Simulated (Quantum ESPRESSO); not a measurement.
# Iridium (Fm-3m): phonons by linear response, part 2 of 3

How does Iridium (Fm-3m) vibrate, and is this structure a minimum?

Quantum ESPRESSO 7.5; DFT LDA, scalar-relativistic, plane waves, PseudoDojo norm-conserving pseudopotentials.

So far. Step 2 (A first look): No gap opens on this mesh, so smearing is kept; the start stands at -5.3 GPa. Step 4 (Ground state): The cell stands at -0.036 GPa, close enough for phonons. The relaxed cell has a = 3.809 Å (conventional setting).

The database entry behind the starting cell differs from later determinations by our own check (0.1 to 0.3 % short, probably kX units), so it need not match the best structure at ambient conditions.

## (5) Linear response on the mesh

Linear response treats each wavevector in the unit cell, with no supercell; the 4×4×4 mesh fixes the range of the force constants to be had.

ph.in

```
phonons
&inputph
   prefix = 'x'
   outdir = './tmp'
   fildyn = 'x.dyn'
   tr2_ph = 1.0d-18
   alpha_mix(1) = 0.4
   nmix_ph = 8
   ldisp = .true.
   nq1 = 4
   nq2 = 4
   nq3 = 4
/
```

Started as:

```sh
OMP_NUM_THREADS=1 mpirun -n 4 ph.x -nk 4 -in ph.in > ph.out
```

Output:

```text
[banners, grids, parts of the stress and lines that vanish by symmetry left out]
[banner, memory and clock lines left out]
Program PHONON v.7.5

     ./tmp/x.save/

     IMPORTANT: XC functional enforced from input :
     Exchange-correlation= PW
                           (   1   4   0   0   0   0   0)
     Any further DFT definition will be discarded
     Please, verify this is what you really want

     G-vector sticks info

     Reading collected, re-writing distributed wavefunctions in ./tmp/

     Dynamical matrices for ( 4, 4, 4)  uniform grid of q-points
     (   8 q-points):
       N         xq(1)         xq(2)         xq(3)
       1   0.000000000   0.000000000   0.000000000
       2   0.176776695   0.176776695  -0.176776695
       3  -0.353553391  -0.353553391   0.353553391
       4   0.353553391   0.000000000   0.000000000
[...]
Number and degeneracy of irreps per q-point
       N         xq(1)         xq(2)         xq(3)   N irreps
       1   0.000000000   0.000000000   0.000000000       1
        3
       2   0.176776695   0.176776695  -0.176776695       2
        1   2
       3  -0.353553391  -0.353553391   0.353553391       2
        1   2
       4   0.353553391   0.000000000   0.000000000       2
        1   2
       5  -0.176776695  -0.530330086   0.530330086       3
     No degeneracy
       6   0.000000000  -0.353553391   0.353553391       3
     No degeneracy
       7  -0.707106781   0.000000000   0.000000000       2
        1   2
       8  -0.707106781   0.353553391   0.000000000       2
        1   2

     Calculation of q =    0.0000000   0.0000000   0.0000000

     phonons

     bravais-lattice index     =            0
     lattice parameter (alat)  =       5.0901  a.u.
     unit-cell volume          =      93.2547 (a.u.)^3
     number of atoms/cell      =            1
     number of atomic types    =            1
     kinetic-energy cut-off    =      68.0000  Ry
     charge density cut-off    =     272.0000  Ry
     convergence threshold     =      1.0E-18
     beta                      =       0.4000
     number of iterations used =            8
     Exchange-correlation= PW
                           (   1   4   0   0   0   0   0)

     celldm(1)=    5.09013  celldm(2)=    0.00000  celldm(3)=    0.00000
     celldm(4)=    0.00000  celldm(5)=    0.00000  celldm(6)=    0.00000

     crystal axes: (cart. coord. in units of alat)
               a(1) = (  0.0000  0.7071  0.7071 )
               a(2) = (  0.7071  0.0000  0.7071 )
               a(3) = (  0.7071  0.7071  0.0000 )

     reciprocal axes: (cart. coord. in units 2 pi/alat)
               b(1) = ( -0.7071  0.7071  0.7071 )
               b(2) = (  0.7071 -0.7071  0.7071 )
               b(3) = (  0.7071  0.7071 -0.7071 )

     Atoms inside the unit cell:

     Cartesian axes

     site n.  atom      mass           positions (alat units)
        1  Ir    192.2170   tau(    1) = (    0.00000    0.00000    0.00000  )

     Computing dynamical matrix for
                    q = (   0.0000000   0.0000000   0.0000000 )

     49 Sym.Ops. (with q -> -q+G )

     G cutoff =  178.5115  (   7119 G-vectors)     FFT grid: ( 27, 27, 27)

     number of k points=   145  Marzari-Vanderbilt smearing, width (Ry)=  0.0200

     PseudoPot. # 1 for Ir read from file:
     ./pseudo/Ir.upf
     Pseudo is Norm-conserving + core correction, Zval = 17.0

     Mode symmetry, O_h (m-3m)  point group:

     Atomic displacements:
     There are    1 irreducible representations

     Representation     1      3 modes -  To be done

     Alpha used in Ewald sum =   2.7000

     Representation #   1 modes #   1   2   3

     Self-consistent Calculation
      iter #   1   av.it.:   7.7
      thresh= 1.000E-02 alpha_mix =  0.400 |ddv_scf|^2 =  1.290E-05
      iter #   2   av.it.:  10.1
      thresh= 3.592E-04 alpha_mix =  0.400 |ddv_scf|^2 =  1.385E-06
      iter #   3   av.it.:  10.7
      thresh= 1.177E-04 alpha_mix =  0.400 |ddv_scf|^2 =  7.575E-09
      iter #   4   av.it.:  11.8
      thresh= 8.703E-06 alpha_mix =  0.400 |ddv_scf|^2 =  5.327E-11
[...]
End of self-consistent calculation

     Convergence has been achieved

     Number of q in the star =    1
     List of q in the star:
[...]
Diagonalizing the dynamical matrix

     q = (    0.000000000   0.000000000   0.000000000 )

 **************************************************************************
     freq (    1) =       0.011738 [THz] =       0.391540 [cm-1]
     freq (    2) =       0.011738 [THz] =       0.391540 [cm-1]
     freq (    3) =       0.011738 [THz] =       0.391540 [cm-1]
 **************************************************************************

     Mode symmetry, O_h (m-3m)  point group:

     freq (   1-   3) =          0.4  [cm-1]   --> T_1u G_15  G_4- I

     Calculation of q =    0.1767767   0.1767767  -0.1767767
     [... set-up and bands at k+q left out ...]

     Mode symmetry, C_3v (3m)   point group:

     Atomic displacements:
     There are    2 irreducible representations

     Representation     1      1 modes -  To be done

     Representation     2      2 modes -  To be done

     Message from routine init_vloc:
     Interpolation table for Vloc re-allocated

     Alpha used in Ewald sum =   2.7000

     Representation #   1 mode #   1

     Self-consistent Calculation

[...]
[... iterations left out ...]
[...]
End of self-consistent calculation

     Convergence has been achieved

     Representation #   2 modes #   2   3

     Self-consistent Calculation

[...]
[... iterations left out ...]
[...]
End of self-consistent calculation

     Convergence has been achieved

     Number of q in the star =    8
     List of q in the star:
[...]
Diagonalizing the dynamical matrix

     q = (    0.176776695   0.176776695  -0.176776695 )

 **************************************************************************
     freq (    1) =       2.584022 [THz] =      86.193685 [cm-1]
     freq (    2) =       2.584022 [THz] =      86.193685 [cm-1]
     freq (    3) =       5.072315 [THz] =     169.194202 [cm-1]
 **************************************************************************

     Mode symmetry, C_3v (3m)   point group:

     freq (   1-   2) =         86.2  [cm-1]   --> E    L_3
     freq (   3-   3) =        169.2  [cm-1]   --> A_1  L_1

     Calculation of q =   -0.3535534  -0.3535534   0.3535534
     [... set-up and bands at k+q left out ...]

     Mode symmetry, D_3d (-3m)  point group:

     Atomic displacements:
     There are    2 irreducible representations

     Representation     1      1 modes -  To be done

[...]
Alpha used in Ewald sum =   2.7000

     Representation #   1 mode #   1

     Self-consistent Calculation

[...]
[... iterations left out ...]
[...]
End of self-consistent calculation

     Convergence has been achieved

     Representation #   2 modes #   2   3

[...]
[... iterations left out ...]
[...]
Convergence has been achieved

     Number of q in the star =    4
     List of q in the star:
[...]
Diagonalizing the dynamical matrix

     q = (   -0.353553391  -0.353553391   0.353553391 )

[...]
freq (    1) =       3.380636 [THz] =     112.765884 [cm-1]
     freq (    2) =       3.380636 [THz] =     112.765884 [cm-1]
     freq (    3) =       6.073894 [THz] =     202.603311 [cm-1]
[...]
Mode symmetry, D_3d (-3m)  point group:

     freq (   1-   2) =        112.8  [cm-1]   --> E_u  L_3'
     freq (   3-   3) =        202.6  [cm-1]   --> A_2u L_2'

     Calculation of q =    0.3535534   0.0000000   0.0000000
     [... set-up and bands at k+q left out ...]

     Mode symmetry, C_4v (4mm)  point group:

     Atomic displacements:
     There are    2 irreducible representations

[...]
Alpha used in Ewald sum =   2.7000

     Representation #   1 mode #   1

[...]
Convergence has been achieved

     Representation #   2 modes #   2   3

[...]
Convergence has been achieved

     Number of q in the star =    6
     List of q in the star:
[...]
Diagonalizing the dynamical matrix

     q = (    0.353553391   0.000000000   0.000000000 )

[...]
freq (    1) =       3.432088 [THz] =     114.482119 [cm-1]
     freq (    2) =       3.432088 [THz] =     114.482119 [cm-1]
     freq (    3) =       5.525316 [THz] =     184.304706 [cm-1]
[...]
Mode symmetry, C_4v (4mm)  point group:

     freq (   1-   2) =        114.5  [cm-1]   --> E    G_5 D_5
     freq (   3-   3) =        184.3  [cm-1]   --> A_1  G_1 D_1

     Calculation of q =   -0.1767767  -0.5303301   0.5303301
     [... set-up and bands at k+q left out ...]

     Mode symmetry, C_s (m)     point group:

     Atomic displacements:
     There are    3 irreducible representations

[...]
Alpha used in Ewald sum =   2.7000

     Representation #   1 mode #   1

[...]
Convergence has been achieved

[...]
Convergence has been achieved

[...]
Convergence has been achieved

     Number of q in the star =   24
     List of q in the star:
[...]
Diagonalizing the dynamical matrix

     q = (   -0.176776695  -0.530330086   0.530330086 )

[...]
freq (    1) =       4.096090 [THz] =     136.630863 [cm-1]
     freq (    2) =       4.435022 [THz] =     147.936422 [cm-1]
     freq (    3) =       5.561108 [THz] =     185.498598 [cm-1]
[...]
Mode symmetry, C_s (m)     point group:

     freq (   1-   1) =        136.6  [cm-1]   --> A''
     freq (   2-   2) =        147.9  [cm-1]   --> A'
     freq (   3-   3) =        185.5  [cm-1]   --> A'

     Calculation of q =    0.0000000  -0.3535534   0.3535534
     [... set-up and bands at k+q left out ...]

     Mode symmetry, C_2v (mm2)  point group:

     Atomic displacements:
     There are    3 irreducible representations

[...]
Alpha used in Ewald sum =   2.7000

[...]
Convergence has been achieved

[...]
Convergence has been achieved

[...]
Convergence has been achieved

     Number of q in the star =   12
     List of q in the star:
[...]
Diagonalizing the dynamical matrix

     q = (    0.000000000  -0.353553391   0.353553391 )

[...]
freq (    1) =       3.772094 [THz] =     125.823505 [cm-1]
     freq (    2) =       4.141713 [THz] =     138.152688 [cm-1]
     freq (    3) =       5.664501 [THz] =     188.947410 [cm-1]
[...]
Mode symmetry, C_2v (mm2)  point group:

     freq (   1-   1) =        125.8  [cm-1]   --> B_1  D_3  S_3
     freq (   2-   2) =        138.2  [cm-1]   --> B_2  D_4  S_4
     freq (   3-   3) =        188.9  [cm-1]   --> A_1  D_1  S_1

     Calculation of q =   -0.7071068   0.0000000   0.0000000
     [... set-up and bands at k+q left out ...]

     Mode symmetry, D_4h(4/mmm) point group:

     Atomic displacements:
     There are    2 irreducible representations

[...]
Alpha used in Ewald sum =   2.7000

     Representation #   1 mode #   1

[...]
Convergence has been achieved

     Representation #   2 modes #   2   3

[...]
Convergence has been achieved

     Number of q in the star =    3
     List of q in the star:
[...]
Diagonalizing the dynamical matrix

     q = (   -0.707106781   0.000000000   0.000000000 )

[...]
freq (    1) =       4.531605 [THz] =     151.158076 [cm-1]
     freq (    2) =       4.531605 [THz] =     151.158076 [cm-1]
     freq (    3) =       5.617126 [THz] =     187.367169 [cm-1]
[...]
Mode symmetry, D_4h(4/mmm) point group:

     freq (   1-   2) =        151.2  [cm-1]   --> E_u  X_5' M_5'
     freq (   3-   3) =        187.4  [cm-1]   --> A_2u X_4' M_4'

     Calculation of q =   -0.7071068   0.3535534   0.0000000
     [... set-up and bands at k+q left out ...]

     Mode symmetry, D_2d (-42m) point group:

     Atomic displacements:
     There are    2 irreducible representations

     Representation     1      1 modes -  To be done

     Representation     2      2 modes -  To be done

     Alpha used in Ewald sum =   2.7000

     Representation #   1 mode #   1

     Self-consistent Calculation

[...]
[... iterations left out ...]
[...]
End of self-consistent calculation

     Convergence has been achieved

     Representation #   2 modes #   2   3

     Self-consistent Calculation

      iter #   1   av.it.:   8.8
      thresh= 1.000E-02 alpha_mix =  0.400 |ddv_scf|^2 =  2.718E-04

      [... iterations left out ...]
      iter #  10   av.it.:  11.4
      thresh= 4.844E-10 alpha_mix =  0.400 |ddv_scf|^2 =  6.107E-19

     End of self-consistent calculation

     Convergence has been achieved

     Number of q in the star =    6
     List of q in the star:
[...]
5   0.353553391  -0.000000000  -0.707106781
          6  -0.353553391   0.000000000   0.707106781

     Diagonalizing the dynamical matrix

     q = (   -0.707106781   0.353553391   0.000000000 )

 **************************************************************************
     freq (    1) =       4.779688 [THz] =     159.433232 [cm-1]
     freq (    2) =       4.895333 [THz] =     163.290744 [cm-1]
     freq (    3) =       4.895333 [THz] =     163.290744 [cm-1]
 **************************************************************************

     Mode symmetry, D_2d (-42m) point group:

     freq (   1-   1) =        159.4  [cm-1]   --> B_2  X_3  W_2
     freq (   2-   3) =        163.3  [cm-1]   --> E    X_5  W_3


[key lines of the parts left out:]
the Fermi energy is    26.3041 ev
```

The job ended after 55 min (4 MPI ranks of Arm Neoverse V1, shared host).

Numbers from this step:

```yaml
largest_acoustic_frequency_at_the_zone_centre_before_the_sum_rule: 0.39 cm⁻¹
lowest_mode_on_the_q_mesh_acoustic_ones_at_the_zone_centre_apart: 86.19 cm⁻¹
```

Frequencies (cm⁻¹) at each irreducible wavevector; negative means imaginary. Frequencies by wavevector:

| q (fractions) | star | mode 1 | mode 2 | mode 3 |
| --- | --- | --- | --- | --- |
| 0 0 0 | 1 | 0.39 | 0.39 | 0.39 |
| 0 0 0.25 | 8 | 86.19 | 86.19 | 169.2 |
| 0 0 -0.5 | 4 | 112.8 | 112.8 | 202.6 |
| 0 0.25 0.25 | 6 | 114.5 | 114.5 | 184.3 |
| 0 0.25 -0.5 | 24 | 136.6 | 147.9 | 185.5 |
| 0 0.25 -0.25 | 12 | 125.8 | 138.2 | 188.9 |
| 0 -0.5 -0.5 | 3 | 151.2 | 151.2 | 187.4 |
| 0.25 -0.5 -0.25 | 6 | 159.4 | 163.3 | 163.3 |

The acoustic modes at Γ come out as far as 0.4 cm⁻¹ from zero, where they should vanish, a small numerical error.

## (6) Force constants in real space

The dynamical matrices of the mesh are Fourier-transformed to force constants in real space.

q2r.in

```
&input
   fildyn = 'x.dyn'
   zasr = 'simple'
   flfrc = 'x.fc'
/
```

Started as:

```sh
q2r.x < q2r.in > q2r.out
```

Output:

```text
[banners, grids, parts of the stress and lines that vanish by symmetry left out]
[banner, memory and clock lines left out]
Program Q2R v.7.5

  reading grid info from file x.dyn0

  reading force constants from file x.dyn1
  Dielectric Tensor not found
  nqs=            1
 q=   0.00000000  0.00000000  0.00000000
  reading force constants from file x.dyn2
  nqs=            8
 q=   0.17677670  0.17677670 -0.17677670
[...]
reading force constants from file x.dyn7
  nqs=            3
[...]
reading force constants from file x.dyn8
  nqs=            6
[...]
q=   0.35355339 -0.00000000 -0.70710678
 q=  -0.35355339  0.00000000  0.70710678

      q-space grid ok, #points =   64

      fft-check success (sum of imaginary terms < 10^-12)
```

The job ended after 0.47 s (1 thread).

## (7) Dispersion

From the force constants any wavevector is cheap; points of the mesh come back as solved, but for the sum rule and, in polar crystals, the LO-TO term at Γ; the rest is interpolation.

matdyn.in

```
&input
   asr = 'simple'
   flfrc = 'x.fc'
   flfrq = 'x.freq'
   flvec = 'x.modes'
   q_in_band_form = .true.
   q_in_cryst_coord = .true.
/
8
  0.0000000   0.0000000   0.0000000  12  ! GAMMA
  0.5000000   0.0000000   0.5000000  12  ! X
  0.6250000   0.2500000   0.6250000   1  ! U
  0.3750000   0.3750000   0.7500000  12  ! K
  0.0000000   0.0000000   0.0000000  12  ! GAMMA
  0.5000000   0.5000000   0.5000000  12  ! L
  0.5000000   0.2500000   0.7500000  12  ! W
  0.5000000   0.0000000   0.5000000   1  ! X
```

Started as:

```sh
matdyn.x -in matdyn.in > matdyn.out
```

Output:

```text
[banner, memory and clock lines left out]
Program MATDYN v.7.5

 mass for atomic type   1 not given; uses mass from file x.fc
     Message from routine matdyn:
     Z* not found in file x.fc, TO-LO splitting at q=0 will be absent!
     Message from routine matdyn:
     Z* not found in file x.fc, TO-LO splitting at q=0 will be absent!

Note: The following floating-point exceptions are signalling: IEEE_UNDERFLOW_FLAG
```

Run time: 0.47 s. Hardware: 1 thread.

Read from the output:

```
lowest frequency on the path      : 0 cm⁻¹
mean frequency                    : 146.6 cm⁻¹
Debye temperature (second moment) : 279 K
logarithmic mean frequency        : 142.2 cm⁻¹
```

(Part 2 of 3 ends here.)

[Host names and launcher messages were left out of these logs when they were recorded.]

[Logs are printed without paths, hosts, clocks, repeated set-up lines and the standing remarks that a program may print on its own settings, such as how far it seeks lower states.]

[Hosts, paths, dates, database ids (printed as entryN), source tags and the programs' standing remarks are cut or masked in the printed files.]
